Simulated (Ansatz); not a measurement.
## Lattice dynamics of Ta2NF2 monolayer

Wanted: phonon frequencies of Ta2NF2 monolayer and what follows from them.

Calculated with Ansatz 0.2.0; DFT PBE, scalar-relativistic, plane waves, PAW; PAW set soft_1.

## (1) The starting structure

The cell holds 5 atoms: 1 N, 2 Ta and 2 F. Cell: a = 3.100 Å, b = 3.100 Å, c = 20.000 Å, α = 90.0°, β = 90.0°, γ = 120.0°. Vacuum lies along c.

## (2) Rough relaxation

A rough relaxation comes first, because large forces or stress need no tight tolerances yet.

The program solves this slab on a cell height of its own, 33.2 Å, in place of the one typed.

Contents of input.yaml:

```yaml
crystal:
  lattice:
    - [3.1, 0.0, 0.0]
    - [-1.55, 2.68468, 0.0]
    - [0.0, 0.0, 20.0]
  atoms:
    - { symbol: "N", position: [0.0, 0.0, 0.5] }
    - { symbol: Ta, position: [0.333333, 0.666667, 0.56] }
    - { symbol: Ta, position: [0.666667, 0.333333, 0.44] }
    - { symbol: F, position: [0.666667, 0.333333, 0.6175] }
    - { symbol: F, position: [0.333333, 0.666667, 0.3825] }
  periodic: [true, true, false]
kpoints:
  mp_grid: { grid: [9, 9, 1] }
hamiltonian:
  xc: pbe
  pseudopotentials: { kind: paw, azcp: { folder: soft_1 } }
scf:
  occupations: { method: gaussian, width: 0.1 }
output:
  forces: true
  stress: true
  eigenvalues: true
relax:
  adjacent_minimum: "off"
  f_tol: 0.05
  max_steps: 80
  cell: { stress_2d_tol: 0.02 }
```

On the command line:

```console
$ ansatz run input.yaml --threads 8 --pin off --max-ram 16384MiB --backend cpu --events-out ev --progress --plain --runs-dir out
```

Numbers of over 12 decimals in the logs are rounded to 6 here.

The log of the run:

```text
[...]
cell:  # Å, volume = 314.9619 Å³
    - [3.309746, 0.0, 0]
    - [-1.654873, 2.866324, 0]
    - [0, 0, 33.2]
  atoms:
    - { symbol: N, position: [0, 0, 0.301205] }
    - { symbol: Ta, position: [0.333333, 0.666667, 0.330909] }
    - { symbol: Ta, position: [0.666667, 0.333333, 0.271501] }
    - { symbol: F, position: [0.666667, 0.333333, 0.370851] }
    - { symbol: F, position: [0.333333, 0.666667, 0.231559] }
[key lines of the parts left out:]
SCF converged after 6 iterations
Free energy (F): -21869.237358 eV
Fermi energy:    -3.676373 eV
P = ½ c Tr σ = 0.0085 N/m
```

Wall time 13 s (8 threads of Arm Neoverse V2, shared host); peak memory 0.86 GiB; 88 s of CPU time.

This run has no spin polarisation although its electron count is odd.

Step by step:

```tsv
step	energy less that of the first step (eV)	largest force component (eV/Å)	volume (Å³)
1	0.0000	3.7532	276.31
2	-1.0229	2.5680	285.27
3	-1.0375	3.7564	298.14
4	-1.4856	0.4197	304.42
5	-1.5256	0.1881	311.55
6	-1.5299	0.0173	312.57
7	-1.5300	0.0094	312.48
8*	-1.5703	0.0085	312.48
9	-1.5715	0.0193	314.48
10	-1.5713	0.0083	314.94
11	-1.5713	0.0003	314.96
12*	-1.5723	0.0002	314.96
```

Relaxation steps marked * repeat the geometry before them on a plane-wave basis chosen anew for their cell, so energy and pressure can jump there.

Forces are held to the 12 operations that the run works with; a distortion that breaks them can't arise in this run.

```tsv
cell as run	before	after	change
a (Å)	3.100	3.310	+6.8 %
b (Å)	3.100	3.310	+6.8 %
```

The atoms that moved most (Å, along periodic axes as changes of fractional coordinates times the final cell, across vacuum about the mean position):

```tsv
atom	dx	dy	dz	length
Ta2	0.000	0.000	-0.214	0.214
Ta3	0.000	0.000	0.214	0.214
F5	0.000	0.000	0.038	0.038
F4	0.000	0.000	-0.038	0.038
```

Final coordinates:

```xyz
5
Lattice="3.3097 0.0000 0.0000 -1.6549 2.8663 0.0000 0.0000 0.0000 33.2000" Properties=species:S:1:pos:R:3
N     0.0000    0.0000   10.0000
Ta    0.0000    1.9109   10.9862
Ta    1.6549    0.9554    9.0138
F     1.6549    0.9554   12.3122
F     0.0000    1.9109    7.6878
```

Numbers from this step:

* gap on the k-mesh: 0 eV
* area per atom: 1.897 Å²

The relaxation ends with a largest force component of 2.3e-4 eV/Å.

## (3) Relaxation

The cell and atoms are relaxed, since residual forces and stress would shift the frequencies.

Contents of input.yaml:

```yaml
crystal:
  lattice:
    - [3.3097461191, 0.0, 0.0]
    - [-1.6548730595, 2.8663242192, 0.0]
    - [0.0, 0.0, 33.2]
  atoms:
    - { symbol: "N", position: [0.0, 0.0, 0.3012048193] }
    - { symbol: Ta, position: [0.3333333333, 0.6666666667, 0.3309086786] }
    - { symbol: Ta, position: [0.6666666667, 0.3333333333, 0.27150096] }
    - { symbol: F, position: [0.6666666667, 0.3333333333, 0.3708507736] }
    - { symbol: F, position: [0.3333333333, 0.6666666667, 0.231558865] }
  periodic: [true, true, false]
kpoints:
  mp_grid: { grid: [12, 12, 1] }
hamiltonian:
  xc: pbe
  pseudopotentials: { kind: paw, azcp: { folder: soft_1 } }
scf:
  occupations: { method: gaussian, width: 0.1 }
output:
  forces: true
  stress: true
  eigenvalues: true
  write_density: true
  write_potential: true
  elf: true
  volumetric_format: npy
relax:
  adjacent_minimum: "off"
  f_tol: 0.005
  max_steps: 80
  cell: { stress_2d_tol: 0.02 }
```

The log of the run:

```text
[...]
Crystal: 5 atoms, lattice volume = 314.962 Å³
Basis set: ecut = 420 eV, 6267 PW (Γ), exchange–correlation on 48×48×450 points (8 copies of the dense FFT grid, shifted against one another)
Bands: 28, of which v1, the nominal top of the filled ones, is band 23 counted from 1 (22 counted from 0)
Symmetry: 12 space group operations
[...]
k-points: 19 of 144
[...]
SCF iter   1: F=—  HF=-21872.796870 eV  |F-HF|=—  |Δ(HF+E_count)|=         —  Δρ=5.54e-2  dr2=1.35e1  ethr=3.10e-3  ⟨swp⟩=11.5  Hψ=3595  notcnv=0
[...]
SCF iter  11: F=-21869.239827 eV  HF=-21869.239827 eV  |F-HF|=6.18e-11  |Δ(HF+E_count)|=   1.80e-9  Δρ=4.14e-8  dr2=3.56e-12  ethr=1.00e-12  ⟨swp⟩=10.0  Hψ=4374  notcnv=0
SCF 1 converged in 11 iterations: F = -21869.239827 eV  dr2 = 3.56e-12
[...]
relax step   1: F+E_penalty+E_count = -21869.23982743 eV  Δ(F+E_penalty+E_count) = +0.000e0 eV  max|allowed force component| = 7.702e-2 eV/Å  Δτ_max = 0.0000 Å  P = -0.195 N/m  Ω = 314.962 Å³  fix = [c, alpha, beta]  reactions: c -0.000 N/m  (11 SCF iters, accepted)
Crystal: 5 atoms, lattice volume = 313.198 Å³
Basis set: ecut = 420 eV, 6243 PW (Γ), exchange–correlation on 48×48×450 points (8 copies of the dense FFT grid, shifted against one another)
[...]
SCF iter   5: F=-21869.239601 eV  HF=-21869.239601 eV  |F-HF|=2.13e-7  |Δ(HF+E_count)|=   7.40e-7  Δρ=6.18e-6  dr2=6.49e-8  ethr=8.24e-10  ⟨swp⟩=23.7  Hψ=6940  notcnv=0
SCF 2 converged in 5 iterations: F = -21869.239601 eV  dr2 = 6.49e-8
relax step   2: F+E_penalty+E_count = -21869.23960101 eV  Δ(F+E_penalty+E_count) = +2.264e-4 eV  max|allowed force component| = 2.075e-1 eV/Å  Δτ_max = 0.0201 Å  P = -0.231 N/m  Ω = 313.198 Å³  energy of the carried Pulay correction = +6.887e-4 eV  fix = [c, alpha, beta]  (5 SCF iters, dr2 threshold 3.71e-7 eV, rejected (line search))
Crystal: 5 atoms, lattice volume = 313.964 Å³
[...]
SCF iter   9: F=-21869.240941 eV  HF=-21869.240941 eV  |F-HF|=7.28e-11  |Δ(HF+E_count)|=  1.71e-10  Δρ=1.00e-8  dr2=2.04e-13  ethr=1.00e-12  ⟨swp⟩=13.8  Hψ=3927  notcnv=0
SCF 3 converged in 9 iterations: F = -21869.240941 eV  dr2 = 2.04e-13
relax step   3: F+E_penalty+E_count = -21869.24094119 eV  Δ(F+E_penalty+E_count) = -1.114e-3 eV  max|allowed force component| = 9.752e-3 eV/Å  Δτ_max = 0.0089 Å  P = -0.072 N/m  Ω = 313.964 Å³  energy of the carried Pulay correction = +3.891e-4 eV  fix = [c, alpha, beta]  reactions: c -0.000 N/m  (9 SCF iters, accepted)
[...]
relax step   4: F+E_penalty+E_count = -21869.24100529 eV  Δ(F+E_penalty+E_count) = -6.410e-5 eV  max|allowed force component| = 8.473e-4 eV/Å  Δτ_max = 0.0002 Å  P = -0.004 N/m  Ω = 313.826 Å³  energy of the carried Pulay correction = +4.431e-4 eV  fix = [c, alpha, beta]  reactions: c -0.000 N/m  (4 SCF iters, dr2 threshold 6.09e-9 eV, accepted)
[...]
SCF iter   5: F=-21869.240537 eV  HF=-21869.240537 eV  |F-HF|=8.37e-11  |Δ(HF+E_count)|=  2.18e-10  Δρ=3.02e-8  dr2=1.13e-12  ethr=1.00e-12  ⟨swp⟩=16.9  Hψ=4364  notcnv=0
SCF 5 converged in 5 iterations: F = -21869.240537 eV  dr2 = 1.13e-12
relax step   5: F+E_penalty+E_count = -21869.24053687 eV  Δ(F+E_penalty+E_count) = +4.684e-4 eV  max|allowed force component| = 8.693e-4 eV/Å  Δτ_max = 0.0000 Å  P = -0.015 N/m  Ω = 313.826 Å³  fix = [c, alpha, beta]  reactions: c -0.000 N/m  stress off target by 1.50e-2 N/m on what of the cell is left free  SCF on the basis re-selected at this cell (its energy is not comparable with the rows above)  (5 SCF iters)
basis re-selected at this cell: Δ(F+E_penalty+E_count) = +4.684e-4 eV, ΔP = -0.011 N/m vs the last step (what re-selecting the basis moved, of the pressure what is left beyond the Pulay correction that the steps carried, after the strain that the cell walked since its last selection, with what the two solves' SCF thresholds leave and, on support functions, any second-order correction that the steps lacked; it is no m [...]
SCF converged after 5 iterations
Free energy (F): -21869.240537 eV
[...]
Internal energy: -21869.231096 eV  (E = F + TS)
E sigma→0 (E₀):  -21869.235817 eV
Entropy (-TS):   -0.009441 eV (-1.888 meV/atom)
Fermi energy:    -3.649860 eV
[...]
--- Forces (eV/Å), atoms counted from 1 ---
  atom   1  N      0.00000000    -0.00000000     0.00000000
  atom   2  Ta     0.00000000     0.00000000     0.00086927
  atom   3  Ta     0.00000000    -0.00000000    -0.00086927
  atom   4  F      0.00000000    -0.00000000    -0.00081135
  atom   5  F     -0.00000000     0.00000000     0.00081135
  max |Σ_I F_I| component: 9.25e-18 eV/Å
--- 2D stress c σ (N/m, compression-positive) ---
       -0.014998      -0.000000      -0.000000
       -0.000000      -0.014998      -0.000000
       -0.000000      -0.000000      -0.000000
  P = ½ c Tr σ = -0.0150 N/m
--- Band table (eV; the first three rows and the last of 19) ---
  k-point 0: bands = [... 19 lower, -9.9909, -6.0495, -6.0495, -4.3247, -3.7483, -2.4232, -1.9841, -1.9841, ... 1 higher]
  k-point 1: bands = [... 19 lower, -9.9620, -6.2106, -5.9140, -4.1405, -3.4257, -2.6411, -2.4328, -2.0004, ... 1 higher]
  k-point 2: bands = [... 19 lower, -9.9417, -6.5322, -5.5334, -3.9701, -2.9484, -2.7503, -2.4875, -1.9623, ... 1 higher]
  k-point 18: bands = [... 19 lower, -10.1009, -5.2574, -5.2574, -5.1718, -1.5907, -1.5907, -1.2583, -0.4641, ... 1 higher]
--- Relaxed structure (4 steps of the walk, 3 accepted, 1 SCFs on fresh bases) ---
[...]
cell:  # Å, volume = 313.8260 Å³
    - [3.303772, -2.8815388821545603e-11, 0]
    - [-1.651886, 2.861151, 0]
    - [0, 0, 33.2]
  atoms:
    - { symbol: N, position: [0, 0, 0.3012048193] }
    - { symbol: Ta, position: [0.333333, 0.666667, 0.331034] }
    - { symbol: Ta, position: [0.666667, 0.333333, 0.271376] }
    - { symbol: F, position: [0.666667, 0.333333, 0.371124] }
    - { symbol: F, position: [0.333333, 0.666667, 0.231285] }
```

Wall time 9.1 s (8 threads); peak memory 0.92 GiB; 65 s of CPU time.

Step by step:

```tsv
step	energy less that of the first step (eV)	largest force component (eV/Å)	volume (Å³)
1	0.0000	0.0770	314.96
2	0.0002	0.2075	313.20
3	-0.0011	0.0098	313.96
4	-0.0012	0.0008	313.83
5*	-0.0007	0.0009	313.83
```

Relaxation steps marked * repeat the geometry before them on a plane-wave basis chosen anew for their cell, so energy and pressure can jump there. Relaxation step 2 was tried and not accepted.

Forces are held to the 12 operations that the run works with; a distortion that breaks them can't arise in this run.

```tsv
cell as run	before	after	change
a (Å)	3.310	3.304	-0.2 %
b (Å)	3.310	3.304	-0.2 %
```

Final coordinates:

```cif
data_structure
_symmetry_space_group_name_H-M 'P 1'
_symmetry_Int_Tables_number 1
_cell_length_a 3.3038
_cell_length_b 3.3038
_cell_length_c 33.2000
_cell_angle_alpha 90.000
_cell_angle_beta 90.000
_cell_angle_gamma 120.000
_cell_volume 313.83
loop_
_atom_site_label
_atom_site_type_symbol
_atom_site_fract_x
_atom_site_fract_y
_atom_site_fract_z
_atom_site_occupancy
N1 N 0.00000 0.00000 0.30120 1
Ta2 Ta 0.33333 0.66667 0.33103 1
Ta3 Ta 0.66667 0.33333 0.27138 1
F4 F 0.66667 0.33333 0.37112 1
F5 F 0.33333 0.66667 0.23129 1
```

This step gave:

* area per atom: 1.891 Å²

Valence density in the ac plane at fractional y = 0.333, with atoms of Ta and F within 0.2 Å of it. It is the smooth field of the valence electrons, not physical close to the nuclei.

Values in units of 1e0 e/Å³, 24 rows by 14 columns, each cell a mean:
```
0.0 0.0 0.0 0.0 0.0 0.0 0.0 0.0 0.0 0.0 0.0 0.0 0.0 0.0
0.0 0.0 0.0 0.0 0.0 0.0 0.0 0.0 0.0 0.0 0.0 0.0 0.0 0.0
0.0 0.0 0.0 0.0 0.0 0.0 0.0 0.0 0.0 0.0 0.0 0.0 0.0 0.0
0.0 0.0 0.0 0.0 0.0 0.0 0.0 0.0 0.0 0.0 0.0 0.0 0.0 0.0
0.0 0.0 0.0 0.0 0.0 0.0 0.0 0.0 0.0 0.0 0.0 0.0 0.0 0.0
0.0 0.0 0.0 0.0 0.0 0.0 0.0 0.0 0.0 0.0 0.0 0.0 0.0 0.0
0.0 0.0 0.0 0.0 0.0 0.0 0.0 0.0 0.0 0.0 0.0 0.0 0.0 0.0
0.0 0.0 0.0 0.0 0.0 0.0 0.0 0.0 0.0 0.0 0.0 0.0 0.0 0.0
0.0 0.0 0.0 0.0 0.0 0.0 0.0 0.0 0.0 0.0 0.0 0.0 0.0 0.0
0.0 0.0 0.0 0.0 0.0 0.0 0.0 0.0 0.0 0.0 0.0 0.0 0.0 0.0
0.0 0.0 0.0 0.0 0.0 0.0 0.0 0.0 0.0 0.0 0.0 0.0 0.0 0.0
0.0 0.0 0.0 0.0 0.0 0.0 0.0 0.0 0.0 0.0 0.0 0.0 0.0 0.0
0.0 0.0 0.0 0.0 0.0 0.0 0.0 0.0 0.0 0.0 0.0 0.0 0.0 0.0
0.0 0.0 0.0 0.0 0.0 0.0 0.0 0.0 0.0 0.0 0.0 0.0 0.0 0.0
0.1 0.0 0.0 0.0 0.0 0.1 0.3 0.9 2.2 3.5 2.9 1.5 0.5 0.2
0.3 0.3 0.4 0.3 0.3 0.3 0.5 1.1 2.6 4.0 3.4 1.8 0.7 0.3
0.5 0.6 0.6 0.6 0.5 0.4 0.4 0.5 0.7 0.8 0.7 0.6 0.4 0.4
0.3 0.2 0.2 0.2 0.3 0.5 1.3 2.8 3.8 3.9 3.9 3.4 2.0 0.8
0.1 0.2 0.2 0.2 0.2 0.1 0.1 0.1 0.2 0.2 0.2 0.2 0.1 0.1
0.0 0.0 0.0 0.0 0.0 0.0 0.0 0.0 0.0 0.0 0.0 0.0 0.0 0.0
0.0 0.0 0.0 0.0 0.0 0.0 0.0 0.0 0.0 0.0 0.0 0.0 0.0 0.0
0.0 0.0 0.0 0.0 0.0 0.0 0.0 0.0 0.0 0.0 0.0 0.0 0.0 0.0
0.0 0.0 0.0 0.0 0.0 0.0 0.0 0.0 0.0 0.0 0.0 0.0 0.0 0.0
0.0 0.0 0.0 0.0 0.0 0.0 0.0 0.0 0.0 0.0 0.0 0.0 0.0 0.0
```
Columns run along a (3.3 Å), rows up along c (33.2 Å). Atoms in or near the plane, at fractional coordinates: Ta at (0.67, 0.27), F at (0.67, 0.37).

ELF in the ac plane at fractional y = 0.333, with atoms of Ta and F within 0.2 Å of it. It is the smooth field of the valence electrons, not physical close to the nuclei.

Ten even steps from '0' (0.00) to '9' (0.70), each cell a mean:
```
00000000000000000
00000000000000000
00000000000000000
00000000000000000
00000000000000000
00000000000000000
00000000000000000
00000000000000000
00000000000000000
00000000000000000
00000000000000000
00000000000000000
00000000000000000
00000000000000000
20000125789999874
12232224677777653
34444433345555433
22232225898669974
24555421112221111
00000000000000000
00000000000000000
00000000000000000
00000000000000000
00000000000000000
```
Columns run along a (3.3 Å), rows up along c (33.2 Å). Atoms in or near the plane, at fractional coordinates: Ta at (0.67, 0.27), F at (0.67, 0.37).

Electrostatic potential energy in the ac plane at fractional y = 0.333, with atoms of Ta and F within 0.2 Å of it. With pseudopotentials it is smooth inside the atoms' cores, unlike the true potential.

Ten even steps from '0' (-32 eV) to '9' (0 eV), each cell a mean:
```
99999999999999999
99999999999999999
99999999999999999
99999999999999999
99999999999999999
99999999999999999
99999999999999999
99999999999999999
99999999999999999
99999999999999999
99999999999999999
99999999999999999
99999999999999999
99999999999999999
99999999865555689
66555677644444577
66555666665555666
67887752000000003
89999988877777788
99999999999999999
99999999999999999
99999999999999999
99999999999999999
99999999999999999
```
Columns run along a (3.3 Å; values clipped at the 3rd and 97th percentile), rows up along c (33.2 Å). Atoms in or near the plane, at fractional coordinates: Ta at (0.67, 0.27), F at (0.67, 0.37).

## (4) Tight relaxation

Phonons need a cell at rest on their own settings, so the relaxation is repeated with tight tolerances on forces and stress on the k mesh and occupations of the first response run.

input.yaml, the sections that differ from step 3:

```yaml
crystal:
  lattice:
    - [3.3037724206, 0.0, 0.0]
    - [-1.6518862103, 2.8611508446, 0.0]
    - [0.0, 0.0, 33.2]
  atoms:
    - { symbol: "N", position: [0.0, 0.0, 0.3012048193] }
    - { symbol: Ta, position: [0.3333333333, 0.6666666667, 0.3310335782] }
    - { symbol: Ta, position: [0.6666666667, 0.3333333333, 0.2713760604] }
    - { symbol: F, position: [0.6666666667, 0.3333333333, 0.3711244743] }
    - { symbol: F, position: [0.3333333333, 0.6666666667, 0.2312851643] }
  periodic: [true, true, false]
scf:
  occupations: { method: methfessel_paxton, width: 0.2 }
relax:
  adjacent_minimum: "off"
  f_tol: 0.001
  max_steps: 60
  cell: { stress_2d_tol: 0.002 }
# kpoints, hamiltonian, output: as in step 3
```

The log of the run:

```text
[...]
Crystal: 5 atoms, lattice volume = 313.826 Å³
Basis set: ecut = 420 eV, 6243 PW (Γ), exchange–correlation on 48×48×450 points (8 copies of the dense FFT grid, shifted against one another)
Bands: 28, of which v1, the nominal top of the filled ones, is band 23 counted from 1 (22 counted from 0)
Symmetry: 12 space group operations
[...]
k-points: 19 of 144
[...]
cell:  # Å, volume = 313.5348 Å³
    - [3.302239, 0, 0]
    - [-1.651120, 2.859823, 0]
    - [0, 0, 33.2]
  atoms:
    - { symbol: N, position: [0, 0, 0.3012048193] }
    - { symbol: Ta, position: [0.333333, 0.666667, 0.331063] }
    - { symbol: Ta, position: [0.666667, 0.333333, 0.271347] }
    - { symbol: F, position: [0.666667, 0.333333, 0.371175] }
    - { symbol: F, position: [0.333333, 0.666667, 0.231235] }
[key lines of the parts left out:]
SCF converged after 6 iterations
Free energy (F): -21869.234926 eV
Fermi energy:    -3.631484 eV
P = ½ c Tr σ = -0.0019 N/m
```

Wall time 8.4 s (8 threads); peak memory 0.92 GiB; 60 s of CPU time.

Little changed from the start: no atom moved by 0.005 Å and no cell edge by 0.1 %.

Numbers from this step:

```yaml
area_per_atom: 1.889 Å²
```

Electrostatic potential energy in the ac plane at fractional y = 0.333, with atoms of Ta and F within 0.2 Å of it. With pseudopotentials it is smooth inside the atoms' cores, unlike the true potential.

Values in eV, 24 rows by 14 columns, each cell a mean:
```
  0   0   0   0   0   0   0   0   0   0   0   0   0   0
  0   0   0   0   0   0   0   0   0   0   0   0   0   0
  0   0   0   0   0   0   0   0   0   0   0   0   0   0
  0   0   0   0   0   0   0   0   0   0   0   0   0   0
  0   0   0   0   0   0   0   0   0   0   0   0   0   0
  0   0   0   0   0   0   0   0   0   0   0   0   0   0
  0   0   0   0   0   0   0   0   0   0   0   0   0   0
  0   0   0   0   0   0   0   0   0   0   0   0   0   0
  0   0   0   0   0   0   0   0   0   0   0   0   0   0
  0   0   0   0   0   0   0   0   0   0   0   0   0   0
  0   0   0   0   0   0   0   0   0   0   0   0   0   0
  0   0   0   0   0   0   0   0   0   0   0   0   0   0
  0   0   0   0   0   0   0   0   0   0   0   0   0   0
  0   0   0   0   0   0   0   0   0   0   0   0   0   0
 -1  -1  -1  -1  -1  -1  -3  -9 -13 -15 -14 -12  -6  -1
-10 -12 -13 -13 -11  -9  -9 -14 -17 -18 -18 -16 -11  -8
-11 -12 -13 -13 -12 -10 -10 -12 -13 -14 -14 -13 -11 -10
-12  -7  -6  -6  -9 -17 -27 -30 -31 -31 -31 -31 -30 -22
 -3  -3  -2  -2  -3  -4  -5  -7  -8  -9  -9  -8  -6  -4
  0   0   0   0   0   0   0   0   0   0   0   0   0   0
  0   0   0   0   0   0   0   0   0   0   0   0   0   0
  0   0   0   0   0   0   0   0   0   0   0   0   0   0
  0   0   0   0   0   0   0   0   0   0   0   0   0   0
  0   0   0   0   0   0   0   0   0   0   0   0   0   0
```
Columns run along a (3.3 Å; values clipped at the 3rd and 97th percentile), rows up along c (33.2 Å). Atoms in or near the plane, at fractional coordinates: Ta at (0.67, 0.27), F at (0.67, 0.37).

ELF in the ac plane at fractional y = 0.333, with atoms of Ta and F within 0.2 Å of it. It is the smooth field of the valence electrons, not physical close to the nuclei.

Ten even steps from '_' (0.00) to '@' (0.70), each cell a mean:
```
__________________________________
__________________________________
__________________________________
__________________________________
__________________________________
__________________________________
__________________________________
__________________________________
__________________________________
__________________________________
__________________________________
__________________________________
__________________________________
__________________________________
::________..--++##%%@@@@@@@@%%##==
..::::--::::::==**##########**++--
--==========------==++++++++==----
::::::--::::::++%%@@%%****@@@@##==
::==++++++==::......::::::::......
__________________________________
__________________________________
__________________________________
__________________________________
__________________________________
```
Columns run along a (3.3 Å), rows up along c (33.2 Å). Atoms in or near the plane, at fractional coordinates: Ta at (0.67, 0.27), F at (0.67, 0.37).

Valence density in the ac plane at fractional y = 0.333, with atoms of Ta and F within 0.2 Å of it. It is the smooth field of the valence electrons, not physical close to the nuclei.

Ten steps, logarithmic in the rise over the least value, from '0' (0.00 × 1e0 e/Å³) to '9' (4.04 × 1e0 e/Å³), each cell a mean:
```
00000000000000000
00000000000000000
00000000000000000
00000000000000000
00000000000000000
00000000000000000
00000000000000000
00000000000000000
00000000000000000
00000000000000000
00000000000000000
00000000000000000
00000000000000000
00000000000000000
21001123578998643
44454444679998754
55565555556666555
44444456899999976
33343332233443322
00000000000000000
00000000000000000
00000000000000000
00000000000000000
00000000000000000
```
Columns run along a (3.3 Å), rows up along c (33.2 Å). Atoms in or near the plane, at fractional coordinates: Ta at (0.67, 0.27), F at (0.67, 0.37).

The largest force component left is 0.35 meV/Å, within the tolerances set.

(Continued in part 2 of 2.)

[Logs are printed without paths, hosts, clocks, repeated set-up lines and the standing remarks that a program may print on its own settings, such as how far it seeks lower states.]

[Hosts, paths, dates, database ids (printed as entryN), source tags and the programs' standing remarks are cut or masked in the printed files.]
